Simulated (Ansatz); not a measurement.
# B2O (built on the sites of a database entry of Al2O): phonons and vibrational spectra

Task: relax B2O (built on the sites of a database entry of Al2O), then find its harmonic phonons.

Main program and level: Ansatz 0.2.0; DFT PBEsol, scalar-relativistic, plane waves, PAW.

Report form: the programs' logs are mostly left out.

The structure was built from a prototype and need not be the compound's stable phase.

## (1) The starting structure

It takes space group Fm-3m (No. 225, cubic). The conventional cell has a = 3.860 Å, b = 3.860 Å, c = 3.860 Å, α = 90.00°, β = 90.00°, γ = 90.00°. B has 4 O at 1.67 Å and 6 B at 1.93 Å nearest. O has 8 B at 1.67 Å nearest. Farther neighbours and most contacts between anions are not listed.

## (2) Coarse relaxation

A rough relaxation comes first, because large forces or stress need no tight tolerances yet.

input.yaml

```yaml
crystal:
  lattice:
    - [0.0, 1.92978, 1.92978]
    - [1.92978, 0.0, 1.92978]
    - [1.92978, 1.92978, 0.0]
  atoms:
    - { symbol: B, position: [0.25, 0.25, 0.25] }
    - { symbol: B, position: [0.75, 0.75, 0.75] }
    - { symbol: O, position: [0.0, 0.0, 0.0] }
kpoints:
  mp_grid: { grid: [8, 8, 8] }
hamiltonian:
  xc: pbesol
scf:
  occupations: { method: gaussian, width: 0.1 }
output:
  forces: true
  stress: true
  eigenvalues: true
relax:
  adjacent_minimum: "off"
  f_tol: 0.05
  max_steps: 80
  cell: { stress_tol: 0.5 }
```

Run with:

```console
$ ansatz run input.yaml --threads 4 --pin off --max-ram 7168MiB --backend cpu --events-out ev --progress --plain --runs-dir out
```

The job ended after 2.1 s (4 threads of Arm Neoverse V2, shared host; peak memory 0.28 GiB; 6.2 s of CPU time).

Relaxation path:

| step | energy less that of the first step (eV) | largest force component (eV/Å) | pressure (GPa) | volume (Å³) |
| --- | --- | --- | --- | --- |
| 1 | 0.0000 | 0.0000 | 209.05 | 14.37 |
| 2 | -2.1636 | 0.0000 | 115.91 | 16.58 |
| 3 | -3.4177 | 0.0000 | 57.43 | 19.00 |
| 4 | -4.0301 | 0.0000 | 20.23 | 21.72 |
| 5 | -4.1432 | 0.0000 | -3.97 | 24.37 |
| 6 | -4.1518 | 0.0000 | -0.38 | 23.89 |
| 7* | -4.6572 | 0.0000 | 18.13 | 23.89 |
| 8 | -4.8429 | 0.0000 | 5.89 | 26.58 |
| 9 | -4.8115 | 0.0000 | -5.79 | 29.75 |
| 10 | -4.8564 | 0.0000 | -0.32 | 28.09 |
| 11* | -4.8876 | 0.0000 | 0.47 | 28.09 |

Relaxation steps marked * repeat the geometry before them on a plane-wave basis chosen anew for their cell, so energy and pressure can jump there. Relaxation step 9 was tried and not accepted.

The run keeps the 48 symmetry operations that it works with, so distortions that break them were not tested.

```
     cell as run  before  after   change
           a (Å)   2.729  3.412  +25.0 %
           b (Å)   2.729  3.412  +25.0 %
           c (Å)   2.729  3.412  +25.0 %
volume (Å³/atom)    4.79   9.36  +95.4 %
```

Final coordinates:

```xyz
3
Lattice="0.0000 2.4127 2.4127 2.4127 0.0000 2.4127 2.4127 2.4127 0.0000" Properties=species:S:1:pos:R:3 pbc="T T T"
B     1.2063    1.2063    1.2063
B     3.6190    3.6190    3.6190
O     0.0000    0.0000    0.0000
```

This step gave:

```yaml
pressure: 0.4678 GPa
volume_per_atom: 9.363 Å³
gap_on_the_k_mesh: 0 eV
```

In this step the volume went from 4.79 to 9.36 Å³/atom.

## (3) Relaxation

The cell and atoms are relaxed, since residual forces and stress would shift the frequencies.

input.yaml

```yaml
crystal:
  lattice:
    - [0.0, 2.4126791414, 2.4126791414]
    - [2.4126791414, 0.0, 2.4126791414]
    - [2.4126791414, 2.4126791414, 0.0]
  atoms:
    - { symbol: B, position: [0.25, 0.25, 0.25] }
    - { symbol: B, position: [0.75, 0.75, 0.75] }
    - { symbol: O, position: [0.0, 0.0, 0.0] }
kpoints:
  mp_grid: { grid: [14, 14, 14] }
hamiltonian:
  xc: pbesol
scf:
  occupations: { method: gaussian, width: 0.1 }
output:
  forces: true
  stress: true
  eigenvalues: true
  write_density: true
  write_potential: true
  elf: true
  volumetric_format: npy
relax:
  adjacent_minimum: "off"
  f_tol: 0.005
  max_steps: 80
  cell: { stress_tol: 0.05 }
```

The job ended after 1.8 s (4 threads; peak memory 0.33 GiB).

Little changed from the start: no atom moved by 0.005 Å and no cell edge by 0.1 %.

Numbers from this step:

| Item | Value |
| --- | --- |
| pressure | 0.009203 GPa |
| volume per atom | 9.377 Å³ |

Valence density in the ac plane of the cell as run, not the conventional one, at fractional y = 0.000, with atoms of O within 0.2 Å of it. It is the smooth field of the valence electrons, not physical close to the nuclei.

Ten even steps from '_' (0.3 e/Å³) to '@' (7.3 e/Å³), each cell a mean:
```
%%%%==..________________::++
==++--..__________________::
..::....____________________
____________________________
____________________________
____________________________
____________________________
____________________________
____________________________
____________________________
______________________......
--..__________________..--==
##==..________________::++%%
@@##--________________..==%%
```
Columns run along a (3.4 Å), rows up along c (3.4 Å). Atoms in or near the plane, at fractional coordinates: O at (0.00, 0.00).

Electrostatic potential energy in the ac plane of the cell as run, not the conventional one, at fractional y = 0.000, with atoms of O within 0.2 Å of it. With pseudopotentials it is smooth inside the atoms' cores, unlike the true potential.

Ten even steps from '_' (-40 eV) to '@' (8 eV), each cell a mean:
```
____..**@@@@@@@@@@@@@@@@++..
....::**@@@@@@@@@@@@@@@@%%++
**++++%%@@@@@@%%%%%%@@@@@@@@
@@@@@@@@@@@@@@%%####%%@@@@@@
@@@@@@@@@@@@@@@@%%####%%@@@@
@@@@@@@@@@@@@@@@%%%%##%%@@@@
@@@@@@%%@@@@@@@@@@@@%%%%@@@@
@@@@%%%%##%%@@@@@@@@@@@@@@@@
@@@@@@%%####%%@@@@@@@@@@@@@@
@@@@@@%%######@@@@@@@@@@@@@@
%%@@@@@@%%%%%%%%@@@@@@%%****
--**@@@@@@@@%%@@@@@@@@++::..
__::**@@@@@@@@@@@@@@@@++..__
____--%%@@@@@@@@@@@@@@**..__
```
Columns run along a (3.4 Å; values clipped at the 3rd and 97th percentile), rows up along c (3.4 Å). Atoms in or near the plane, at fractional coordinates: O at (0.00, 0.00).

ELF in the ac plane of the cell as run, not the conventional one, at fractional y = 0.000, with atoms of O within 0.2 Å of it. It is the smooth field of the valence electrons, not physical close to the nuclei.

Values, 14 rows by 14 columns, each cell a mean:
```
0.58 0.63 0.78 0.74 0.42 0.26 0.35 0.49 0.46 0.33 0.28 0.53 0.76 0.75
0.77 0.76 0.80 0.75 0.47 0.28 0.37 0.58 0.62 0.53 0.34 0.34 0.58 0.76
0.73 0.78 0.78 0.69 0.44 0.29 0.39 0.64 0.71 0.69 0.55 0.34 0.34 0.53
0.40 0.52 0.55 0.47 0.32 0.26 0.38 0.64 0.73 0.73 0.70 0.55 0.34 0.28
0.24 0.27 0.30 0.29 0.25 0.25 0.36 0.61 0.72 0.73 0.73 0.69 0.53 0.33
0.33 0.33 0.35 0.35 0.34 0.33 0.37 0.53 0.67 0.72 0.73 0.71 0.62 0.46
0.43 0.48 0.54 0.58 0.57 0.53 0.47 0.46 0.53 0.61 0.64 0.64 0.58 0.49
0.38 0.51 0.65 0.72 0.72 0.71 0.63 0.47 0.37 0.36 0.38 0.39 0.37 0.35
0.27 0.39 0.59 0.72 0.73 0.73 0.71 0.53 0.33 0.25 0.26 0.29 0.28 0.26
0.30 0.28 0.42 0.64 0.72 0.73 0.72 0.57 0.34 0.25 0.32 0.44 0.47 0.42
0.62 0.41 0.30 0.43 0.64 0.72 0.72 0.58 0.35 0.29 0.47 0.69 0.75 0.74
0.79 0.71 0.47 0.30 0.42 0.59 0.65 0.54 0.35 0.30 0.55 0.78 0.80 0.78
0.66 0.77 0.71 0.41 0.28 0.39 0.51 0.48 0.33 0.27 0.52 0.78 0.76 0.63
0.44 0.66 0.79 0.62 0.30 0.27 0.38 0.43 0.33 0.24 0.40 0.73 0.77 0.58
```
Columns run along a (3.4 Å), rows up along c (3.4 Å). Atoms in or near the plane, at fractional coordinates: O at (0.00, 0.00).

In this step the volume went from 9.36 to 9.38 Å³/atom.

## (4) Tight relaxation

Phonons need a cell at rest on their own settings, so the relaxation is repeated with tight tolerances on forces and stress on the k mesh and occupations of the first response run.

input.yaml

```yaml
crystal:
  lattice:
    - [0.0, 2.4139202772, 2.4139202772]
    - [2.4139202772, 0.0, 2.4139202772]
    - [2.4139202772, 2.4139202772, 0.0]
  atoms:
    - { symbol: B, position: [0.25, 0.25, 0.25] }
    - { symbol: B, position: [0.75, 0.75, 0.75] }
    - { symbol: O, position: [0.0, 0.0, 0.0] }
kpoints:
  mp_grid: { grid: [16, 16, 16] }
hamiltonian:
  xc: pbesol
scf:
  occupations: { method: methfessel_paxton, width: 0.15 }
output:
  forces: true
  stress: true
  eigenvalues: true
relax:
  adjacent_minimum: "off"
  f_tol: 0.001
  max_steps: 60
  cell: { stress_tol: 0.01 }
```

The job ended after 2.2 s (4 threads; peak memory 0.35 GiB).

Little changed from the start: no atom moved by 0.005 Å and no cell edge by 0.1 %.

This step gave:

```
pressure        : 0.005846 GPa
volume per atom : 9.389 Å³
```

The forces vanish by symmetry and the pressure is 0.006 GPa, within the tolerances set. The cell now holds 9.39 Å³/atom.

## (5) Zone-centre response

The zone centre comes first: it holds the modes that light can see, as far as symmetry allows. No field response is asked, since the mesh shows no gap.

input.yaml, the sections that differ from step 4:

```yaml
crystal:
  lattice:
    - [0.0, 2.4148993545, 2.4148993545]
    - [2.4148993545, 0.0, 2.4148993545]
    - [2.4148993545, 2.4148993545, 0.0]
  atoms:
    - { symbol: B, position: [0.25, 0.25, 0.25] }
    - { symbol: B, position: [0.75, 0.75, 0.75] }
    - { symbol: O, position: [0.0, 0.0, 0.0] }
output:
  eigenvalues: true
phonons:
  method: dfpt
# kpoints, hamiltonian, scf: as in step 4
# relax: removed
```

It took 5.5 s on 4 threads; peak memory 0.59 GiB.

Numbers from this step:

```
sum-rule residual before enforcement                    : 1.96e-5 eV/Å²
point group                                             : m-3m
highest optical mode at the zone centre (no LO-TO term) : -442.9 cm⁻¹
lowest optical zone-centre mode                         : -581.2 cm⁻¹
```

Patterns of degenerate modes are one choice out of their space. Modes at Γ, with each element's share of the kinetic energy (negative means imaginary):

```csv
mode,frequency (cm⁻¹),symmetry,B %,O %
1,-581.2,T1u,43,57
2,-581.2,T1u,43,57
3,-581.2,T1u,43,57
4,-442.9,T2g,100,0
5,-442.9,T2g,100,0
6,-442.9,T2g,100,0
7,0.0,acoustic,57,43
8,0.0,acoustic,57,43
9,0.0,acoustic,57,43
```

Displacements in mode 1 (-581.2 cm⁻¹), the largest set to 1:
```
B1   0.00 -0.74 -0.04
B2   0.00 -0.74 -0.04
O3   0.00  1.00  0.05
```

Displacements in mode 5 (-442.9 cm⁻¹), the largest set to 1:
```
B1   0.00  1.00  0.10
B2   0.00 -1.00 -0.10
O3   0.00  0.00  0.00
```

Before it was imposed, the acoustic sum rule was missed by 2.0e-5 eV/Å². Small misses are needed for a sound result but don't prove that mesh and cutoff are converged. The lowest optical mode is imaginary, 581.2i cm⁻¹, so the energy falls along it.

## (6) The dispersion

Stability and thermal properties need the whole zone. Linear response on a 4×4×4 q mesh gives force constants as far as a supercell of that size would.

Changes to input.yaml since step 5:

```diff
@@ -19 +19,8 @@
   method: dfpt
+  qmesh: [4, 4, 4]
+  temperatures: { t_max: 1000, t_step: 50 }
+  qpath:
+    path:
+      - [[0.0, 0.0, 0.0], [0.5, 0.0, 0.5], [0.625, 0.25, 0.625]]
+      - [[0.375, 0.375, 0.75], [0.0, 0.0, 0.0], [0.5, 0.5, 0.5], [0.5, 0.25, 0.75], [0.5, 0.0, 0.5]]
+    npoints: 10
```

Run time: 2.9 min. Hardware: 4 threads; peak memory 2.9 GiB.

This step gave:

- sum-rule residual before enforcement: 3.22e-5 eV/Å²
- lowest frequency on the path: -885.0 cm⁻¹
- highest frequency on the path or at a solved wavevector: 0 cm⁻¹
- lowest mode on the q mesh (acoustic modes at Γ apart): -885.0 cm⁻¹

Frequencies (cm⁻¹) solved at each irreducible wavevector; negative means imaginary. Frequencies by wavevector, by row:

| q in reciprocal lattice units | star | mode 1 | mode 2 | mode 3 | mode 4 | mode 5 | mode 6 | mode 7 | mode 8 | mode 9 |
| --- | --- | --- | --- | --- | --- | --- | --- | --- | --- | --- |
| 0 0 0 | 1 | -581.2 | -581.2 | -581.2 | -442.9 | -442.9 | -442.9 | 0 | 0 | 0 |
| 0 0 0.25 | 8 | -676.1 | -612.3 | -612.3 | -420.7 | -409.4 | -409.4 | -271.6 | -271.6 | -217 |
| 0 0 -0.5 | 4 | -885 | -695.9 | -695.9 | -549.1 | -490.5 | -490.5 | -347.2 | -347.2 | -314 |
| 0 0.25 0.25 | 6 | -712.3 | -686.4 | -686.4 | -447.1 | -382.1 | -382.1 | -337.2 | -203.5 | -203.5 |
| 0 0.25 -0.5 | 24 | -845.3 | -719.4 | -708.3 | -524.2 | -462.4 | -423.9 | -400.1 | -327.4 | -250.4 |
| 0 0.25 -0.25 | 12 | -754.8 | -707.9 | -592 | -515.3 | -438.2 | -437.5 | -418 | -357.8 | -258.4 |
| 0 -0.5 -0.5 | 3 | -799.9 | -799.9 | -791.1 | -531.5 | -373.2 | -343.2 | -343.2 | -266.5 | -266.5 |
| 0.25 -0.5 -0.25 | 6 | -835 | -835 | -692.5 | -580.3 | -490.4 | -469.4 | -382.3 | -382.3 | -184.4 |

Interpolated from a 4×4×4 q mesh. The phonon branches at the labelled points (cm⁻¹):

```
    point  branch 1  branch 2  branch 3  branch 4  branch 5  branch 6  branch 7  branch 8  branch 9
        Γ      -581      -581      -581      -443      -443      -443         0         0         0
  halfway      -712      -686      -686      -447      -382      -382      -337      -204      -204
        X      -800      -800      -791      -532      -373      -343      -343      -266      -266
  halfway      -802      -793      -787      -544      -420      -376      -367      -290      -228
        U      -808      -786      -740      -564      -470      -416      -413      -342      -214
jump to K      -808      -786      -740      -564      -470      -416      -413      -342      -214
  halfway      -696      -659      -586      -455      -428      -394      -357      -290      -214
        Γ      -581      -581      -581      -443      -443      -443         0         0         0
  halfway      -676      -612      -612      -421      -409      -409      -272      -272      -217
        L      -885      -696      -696      -549      -490      -490      -347      -347      -314
  halfway      -853      -722      -665      -549      -493      -469      -392      -375      -254
        W      -835      -835      -692      -580      -490      -469      -382      -382      -184
  halfway      -816      -814      -750      -555      -447      -409      -376      -314      -204
        X      -800      -800      -791      -532      -373      -343      -343      -266      -266
```

Tetrahedra on a 24×24×24 mesh, mean over bins of 10 cm-1. Interpolated from a 4×4×4 q mesh. The phonon density of states by wavenumber; read off at these points:

```
wavenumber (cm⁻¹)  phonon density of states (1/cm⁻¹/cell)
             -885                                  1.6e-4
             -865                                 0.00237
             -835                                  0.0137
             -815                                  0.0131
             -785                                 0.00997
             -765                                 0.00907
             -745                                 0.00916
             -715                                  0.0108
             -695                                  0.0162
             -665                                  0.0150
             -645                                  0.0109
             -625                                 0.00921
             -595                                 0.00743
             -575                                 0.00261
             -545                                  0.0133
             -525                                 0.00689
             -505                                  0.0049
             -485                                  0.0250
             -475                                  0.0192
             -455                                  0.0226
             -435                                  0.0292
             -425                                  0.0226
             -405                                  0.0288
             -395                                  0.0402
             -375                                  0.0223
             -355                                  0.0169
             -335                                 0.00991
             -305                                 0.00802
             -285                                 0.00986
             -255                                  0.0172
             -245                                  0.0186
             -235                                  0.0132
             -215                                 0.00946
             -185                                 0.00264
             -165                                 0.00171
             -135                                 0.00119
             -115                                  9.2e-4
              -95                                  6.9e-4
              -65                                  4.0e-4
              -45                                  2.3e-4
              -15                                  3.0e-5
                5                                       0
```

The partial phonon density of states has structure finer than the step of the table below, so its rows give means over 50 cm⁻¹, whole bins alone (the curve runs from -892 to 10 cm⁻¹). Peaks (cm⁻¹: height): B -546.0: 0.0116, -438.2: 0.0266, -398.5: 0.0337, -251.0: 0.0162; O -829.7: 0.0136, -687.9: 0.0153.

Phonopy on the run's constants, 21x21x21 mesh, Gaussian sigma 6.4 cm-1. Interpolated from a 4×4×4 q mesh. The partial phonon density of states by wavenumber; means over each step; values in 1/cm⁻¹/cell:

```
wavenumber (cm⁻¹)        B        O
             -850   3.6e-4  0.00694
             -800   6.6e-4   0.0106
             -750   8.7e-4  0.00841
             -700  0.00152   0.0120
             -650  0.00220  0.00990
             -600  0.00231  0.00434
             -550  0.00841   3.7e-4
             -500   0.0112   4.1e-4
             -450   0.0233  0.00102
             -400   0.0265  0.00130
             -350   0.0141  0.00106
             -300  0.00813   7.6e-4
             -250   0.0134  0.00103
             -200  0.00538   7.6e-4
             -150   9.5e-4   4.7e-4
             -100   4.7e-4   2.8e-4
              -50   1.8e-4   1.3e-4
```

Symmetry leaves 8 wavevectors to solve. The lowest mode among them, the acoustic zeros apart, lies at q = (0, 0, -0.5) and is imaginary, 885.0i cm⁻¹, so the energy falls along it.

## (7) What came out

```yaml
space_group_after_relaxation_within_0p01_a: Fm-3m
volume_per_atom: 9.39 Å³
electronic_character: no gap on this mesh
highest_optical_mode_at_the_zone_centre_no_lo_to_term: -443 cm⁻¹
lowest_optical_zone_centre_mode: -581 cm⁻¹
lowest_mode_on_the_q_mesh_acoustic_modes_at_gamma_apart: -885 cm⁻¹
highest_frequency_on_the_path_or_at_a_solved_wavevector: 0.0 cm⁻¹
imaginary_modes_on_the_4x4x4_q_mesh: yes
```

**Reading.** Modes are clearly imaginary (beyond 10i cm⁻¹) at 8 of the 8 irreducible wavevectors, most at q = (0, 0, -0.5) (885.0i cm⁻¹), so this structure is not a minimum of the energy. The optical modes at Γ span -581 to -443 cm⁻¹ (negative means imaginary). With no gap, or one that is small against the smearing, the frequencies hang on the k mesh and the smearing, most of all near Kohn anomalies. The starting cell was built on a prototype and not taken from a measurement, so the phase need not exist. These are harmonic frequencies at zero temperature: anharmonic shifts, linewidths and thermal expansion are left out.

[Logs are printed without paths, hosts, clocks, repeated set-up lines and the standing remarks that a program may print on its own settings, such as how far it seeks lower states.]

[Hosts, paths, dates, database ids (printed as entryN), source tags and the programs' standing remarks are cut or masked in the printed files.]
